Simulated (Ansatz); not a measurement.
# H on Ta(110): change of the work function, part 2 of 2

Aim: the work function of Ta(110) at several coverages of H (hollow site), and the dipole that each adsorbate carries.

Ansatz 0.2.0; plane-wave DFT, PBE, Ansatz PAW (set soft_1); PAW set soft_1.

So far, work function, upper face (eV): step 2 (the clean slab) 4.76; step 3 (37 atoms, coverage 0.111 ML, cell 3x3) 4.73; step 4 (17 atoms, coverage 0.25 ML, cell 2x2) 4.64.

### Step 5. Adsorbate added, k-mesh 6×6×1, coverage 0.5 ML

System of this step: Ta8H (H/Ta(110)). The cell holds 18 atoms: 16 Ta and 2 H. Its edges and angles: a = 5.733 Å, b = 5.733 Å, c = 26.257 Å, α = 90.0°, β = 90.0°, γ = 70.5°. Vacuum lies along c.

input.yaml

```yaml
crystal:
  lattice:
    - [4.6810468914, -3.31, 0.0]
    - [4.6810468914, 3.31, 0.0]
    - [0.0, 0.0, 26.2570952656]
  atoms:
    - { symbol: Ta, position: [0.0, 0.0, 0.342764495] }
    - { symbol: Ta, position: [0.25, 0.25, 0.4319031992] }
    - { symbol: Ta, position: [0.0, 0.0, 0.5211451613] }
    - { symbol: Ta, position: [0.25, 0.25, 0.6068093742] }
    - { symbol: Ta, position: [0.0, 0.5, 0.342764495] }
    - { symbol: Ta, position: [0.25, 0.75, 0.4319031992] }
    - { symbol: Ta, position: [0.0, 0.5, 0.5211451613] }
    - { symbol: Ta, position: [0.25, 0.75, 0.6068093742] }
    - { symbol: Ta, position: [0.5, 0.0, 0.342764495] }
    - { symbol: Ta, position: [0.75, 0.25, 0.4319031992] }
    - { symbol: Ta, position: [0.5, 0.0, 0.5211451613] }
    - { symbol: Ta, position: [0.75, 0.25, 0.6068093742] }
    - { symbol: Ta, position: [0.5, 0.5, 0.342764495] }
    - { symbol: Ta, position: [0.75, 0.75, 0.4319031992] }
    - { symbol: Ta, position: [0.5, 0.5, 0.5211451613] }
    - { symbol: Ta, position: [0.75, 0.75, 0.6068093742] }
    - { symbol: H, position: [0.42, 0.42, 0.657235505] }
    - { symbol: H, position: [0.92, 0.42, 0.657235505] }
kpoints:
  mp_grid: { grid: [6, 6, 1] }
hamiltonian:
  xc: pbe
  pseudopotentials: { kind: paw, azcp: { folder: soft_1 } }
scf:
  occupations: { method: fermi_dirac, width: 0.1 }
  convergence: { dr2_threshold: 1.0e-08 }
efield:
  axis: 3
  dipole_correction: true
  ramp_position: 0.97
  ramp_width: 0.06
relax:
  f_tol: 0.02
  max_steps: 60
  constraints: [{ sites: [0, 1, 4, 5, 8, 9, 12, 13] }]
output:
  dos: { projected: true, e_range: [-8, 4] }
  write_potential: true
  write_density: true
  volumetric_format: npy
  elf: true
```

Launch:

```sh
$ ansatz run input.yaml --threads 4 --pin off --max-ram 16384MiB --backend cpu --events-out ev --progress --plain --runs-dir out
```

Run time: 5.4 min. Hardware: 4 threads of Arm Neoverse V1, shared host; peak memory 3.3 GiB; 21 min of CPU time.

Relaxation path:

```csv
step,energy less that of the first step (eV),largest force component (eV/Å)
1,0.0000,0.8507
2,-0.2311,0.4726
3,-0.2849,0.1008
4,-0.2922,0.0481
5,-0.2931,0.0128
```

The run keeps the 2 symmetry operations that the program found, so distortions that break them were not tested.

The atoms that moved most (Å):

| atom | dx | dy | dz | length |
| --- | --- | --- | --- | --- |
| H17 | 0.120 | -0.006 | -0.244 | 0.272 |
| H18 | 0.120 | -0.006 | -0.244 | 0.272 |
| Ta8 | 0.047 | -0.016 | 0.031 | 0.059 |
| Ta16 | 0.047 | -0.016 | 0.031 | 0.059 |
| Ta12 | -0.006 | 0.016 | 0.033 | 0.038 |
| Ta4 | -0.006 | 0.016 | 0.033 | 0.038 |
| Ta11 | 0.007 | -0.002 | -0.013 | 0.015 |
| Ta3 | 0.007 | -0.002 | -0.013 | 0.015 |

The relaxed structure:

```xyz
18
Lattice="4.6810 -3.3100 0.0000 4.6810 3.3100 0.0000 0.0000 0.0000 26.2571" Properties=species:S:1:pos:R:3
Ta    0.0000    0.0000    9.0000
Ta    2.3405    0.0000   11.3405
Ta    0.0072   -0.0017   13.6708
Ta    2.3342    0.0163   15.9663
Ta    2.3405    1.6550    9.0000
Ta    4.6810    1.6550   11.3405
Ta    2.3478    1.6534   13.6921
Ta    4.7285    1.6389   15.9642
Ta    2.3405   -1.6550    9.0000
Ta    4.6810   -1.6550   11.3405
Ta    2.3477   -1.6567   13.6708
Ta    4.6747   -1.6387   15.9663
Ta    4.6810    0.0000    9.0000
Ta    7.0216    0.0000   11.3405
Ta    4.6883   -0.0016   13.6921
Ta    7.0690   -0.0161   15.9642
H     4.0525   -0.0063   17.0132
H     6.3930   -1.6613   17.0132
```

The relaxation took 5 steps and lowered the energy by 0.29 eV; the largest force on the free atoms ends at 0.013 eV/Å.

The covered face has 4.56 eV, -0.21 eV against the clean one; the bare back face has moved by -0.02 eV, a measure of how thin the slab is.

### Step 6. The covered slab, k-mesh 12×12×1, coverage 1 ML

System of this step: Ta4H (H/Ta(110)). The cell holds 5 atoms: 4 Ta and 1 H. Cell: a = 2.867 Å, b = 2.867 Å, c = 26.257 Å, α = 90.0°, β = 90.0°, γ = 70.5°. Vacuum lies along c.

input.yaml, the sections that differ from step 5:

```yaml
crystal:
  lattice:
    - [2.3405234457, -1.655, 0.0]
    - [2.3405234457, 1.655, 0.0]
    - [0.0, 0.0, 26.2570952656]
  atoms:
    - { symbol: Ta, position: [0.0, 0.0, 0.342764495] }
    - { symbol: Ta, position: [0.5, 0.5, 0.4319031992] }
    - { symbol: Ta, position: [0.0, 0.0, 0.5211451613] }
    - { symbol: Ta, position: [0.5, 0.5, 0.6068093742] }
    - { symbol: H, position: [0.84, 0.84, 0.657235505] }
kpoints:
  mp_grid: { grid: [12, 12, 1] }
relax:
  f_tol: 0.02
  max_steps: 60
  constraints: [{ sites: [0, 1] }]
output:
  write_potential: true
  write_density: true
  volumetric_format: npy
# hamiltonian, scf, efield: as in step 5
```

The job ended after 32 s (4 threads; peak memory 0.58 GiB).

Relaxation path:

| step | energy less that of the first step (eV) | largest force component (eV/Å) |
| --- | --- | --- |
| 1 | 0.0000 | 1.2664 |
| 2 | -0.0877 | 0.9065 |
| 3 | -0.1353 | 0.2018 |
| 4 | -0.1419 | 0.0760 |
| 5 | -0.1429 | 0.0200 |

The run keeps the 2 symmetry operations that the program found, so distortions that break them were not tested.

The atoms that moved most (Å):

```csv
atom,dx,dy,dz,length
H5,0.126,0.000,-0.207,0.242
Ta4,0.041,0.000,0.071,0.082
Ta3,0.011,0.000,-0.008,0.014
```

Final coordinates:

```cif
data_structure
_symmetry_space_group_name_H-M 'P 1'
_symmetry_Int_Tables_number 1
_cell_length_a 2.8665
_cell_length_b 2.8665
_cell_length_c 26.2571
_cell_angle_alpha 90.000
_cell_angle_beta 90.000
_cell_angle_gamma 70.529
_cell_volume 203.42
loop_
_atom_site_label
_atom_site_type_symbol
_atom_site_fract_x
_atom_site_fract_y
_atom_site_fract_z
_atom_site_occupancy
Ta1 Ta 0.00000 0.00000 0.34276 1
Ta2 Ta 0.50000 0.50000 0.43190 1
Ta3 Ta 0.00238 0.00238 0.52085 1
Ta4 Ta 0.50881 0.50881 0.60950 1
H5 H 0.86689 0.86689 0.64934 1
```

Running mean over 2.341 Å of the planar mean; the ramp of the sawtooth is left out. Table of electron's electrostatic potential energy less the Fermi level by z:

```csv
z (Å),electron's electrostatic potential energy less the Fermi level (eV)
4,4.78
5,4.77
6,4.60
7,2.98
8,-4.91
9,-9.71
10,-9.66
11,-9.60
12,-9.61
13,-9.58
14,-9.55
15,-9.68
16,-10.2
17,-5.91
18,1.95
19,4.17
20,4.33
21,4.34
22,4.34
23,4.34
```

The relaxation took 5 steps and lowered the energy by 0.14 eV; the largest force on the free atoms ends at 0.02 eV/Å.

The covered face has 4.34 eV, -0.42 eV against the clean one; the bare back face has moved by -0.03 eV, a measure of how thin the slab is.

### Step 7. Work function against coverage

This step: plane-wave DFT, PBE, Ansatz PAW (set soft_1); work function against coverage; PAW set soft_1 (Ansatz 0.2.0).

The runs are now put side by side.

This step gave:

```yaml
work_function_of_the_clean_face: 4.764 eV
largest_change_of_the_work_function: -0.4219 eV
```

Work function of the covered face against coverage:

```csv
coverage (adsorbates/nm²),work function of the covered face (eV)
0.00,4.76
1.43,4.73
3.23,4.64
6.45,4.56
12.91,4.34
```

The dipole per adsorbate comes from the change of the cell's dipole. Coverage, by row:

| coverage (1/nm²) | coverage (ML) | work function (eV) | change (eV) | dipole per adsorbate, positive end outwards (debye) | mean height of the added atoms over the highest substrate atom (Å) |
| --- | --- | --- | --- | --- | --- |
| 1.434 | 0.1111 | 4.726 | -0.03849 | 0.064 | 1.054 |
| 3.227 | 0.25 | 4.642 | -0.1225 | 0.089 | 1.048 |
| 6.454 | 0.5 | 4.559 | -0.2052 | 0.076 | 1.047 |
| 12.91 | 1 | 4.342 | -0.4219 | 0.081 | 1.046 |

### Step 8. Summary of results

| Quantity | Value |
| --- | --- |
| work function of the clean face | 4.76 eV |
| work function at 0.11 ML | 4.73 eV |
| work function at 0.25 ML | 4.64 eV |
| work function at 0.5 ML | 4.56 eV |
| work function at 1 ML | 4.34 eV |
| dipole per adsorbate at 0.11 ML, positive end outwards | 0.06 D |

At the lowest coverage H changes the work function of Ta(110) by under 0.15 eV, within the error of so thin a slab; the largest change, -0.42 eV, comes at higher coverage. The slab has 4 layers, at the tabulated experimental lattice constant, one starting site was run, and quantum-size effects of a slab this thin can reach one or two tenths of an eV.

[Long decimals in the printed logs are rounded to 6 places.]

[Logs are printed without paths, hosts, clocks, repeated set-up lines and the standing remarks that a program may print on its own settings, such as how far it seeks lower states.]

[Hosts, paths, dates, database ids (printed as entryN), source tags and the programs' standing remarks are cut or masked in the printed files.]

[Maps of the electrostatic potential energy from Ansatz leave out the sawtooth potential of an applied field or a dipole correction, so their vacuum need not be flat; planar profiles and work functions include it.]
